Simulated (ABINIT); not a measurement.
Entries from a set of simulations; values are calculated unless marked as measured.

## A GW chain in ABINIT: AlN (P6_3mc)

The structure is hexagonal, space group P6_3mc (No. 186). Conventional cell: a = 3.113 Å, b = 3.113 Å, c = 4.981 Å, α = 90.00°, β = 90.00°, γ = 120.00°. Nearest to Al lie 4 N at 1.89 Å. Nearest to N lie 4 Al at 1.89 Å. Farther neighbours, and contacts between anions beyond the nearest, are not listed.

| Item | Value |
| --- | --- |
| method | RPA screening on PBE, plane waves, norm-conserving pseudopotentials (and 2 further levels or steps) |
| program | ABINIT 10.8.3 |
| settings | cutoff 36 Ha, PseudoDojo scalar-relativistic 0.4.1 standard, norm-conserving, potential set dojo-sr-pbe-0.4.1-standard, ngkpt (3, 3, 4), nband 75, ecuteps 5 Ha, inclvkb 2, shiftk (0, 0, 0), symchi 1, awtr 1, frequency ppm, 3×3×4 k-mesh |
| cost | 5 runs, 55 s in all on 8 MPI ranks of Arm Neoverse V1, shared host |
| notes | The database entry behind the starting cell differs from other determinations of this structure. The program’s warnings: nkpt*nsppol () is not a multiple of nproc spkpt (). The cell and positions come from the Crystallography Open Database and are kept as given unless a step says otherwise. The 3×3×4 mesh is coarse for this cell, which bears on the long-range parts of exchange and screening. |
| PBE gap | 4.22 eV, direct |
| G0W0 gap on the mesh | 5.36 eV |
| GW settings | 3×3×4 mesh, 75 bands, screening to 136.1 eV, Godby-Needs plasmon pole |
| known limits | short of the basis limit; coarse k mesh |

G0W0 moves the gap on the mesh from 4.22 eV to 5.36 eV (+1.14 eV), with Z of 0.80 and 0.83 at the edges. Local fields lower the RPA ε∞ on this mesh from 5.36 to 4.90; a Γ-centred mesh this coarse tends to raise both, most where the direct gap is narrow, while a short band sum lowers them.

[Paths, hosts, dates, memory and timing lines, banners, echoed tables and standing remarks are left out of the program output; an Ansatz launch command may be rebuilt from the run's recorded settings. Measured values are a selection of at most five: reports struck by readers or far from the other reports are left out. None is set beside runs whose start may be inverted or whose files or cutoffs have a known fault.]

[Runs of the session that timed out or met a known fault of the program may be left out.]

[Hosts, paths, dates, database ids (printed as entryN), source tags and the programs' standing remarks are cut or masked in the printed files.]

[G0W0 gaps are taken among the corrected bands and points alone; a level outside them can change the order at an edge.]

[Where Ansatz stands beside ABINIT at settings called matched, ABINIT's density can come from a denser mesh and the files from another edition; pairs whose starting gaps differed by over 0.03 eV were left out, so agreement reads better than it is.]
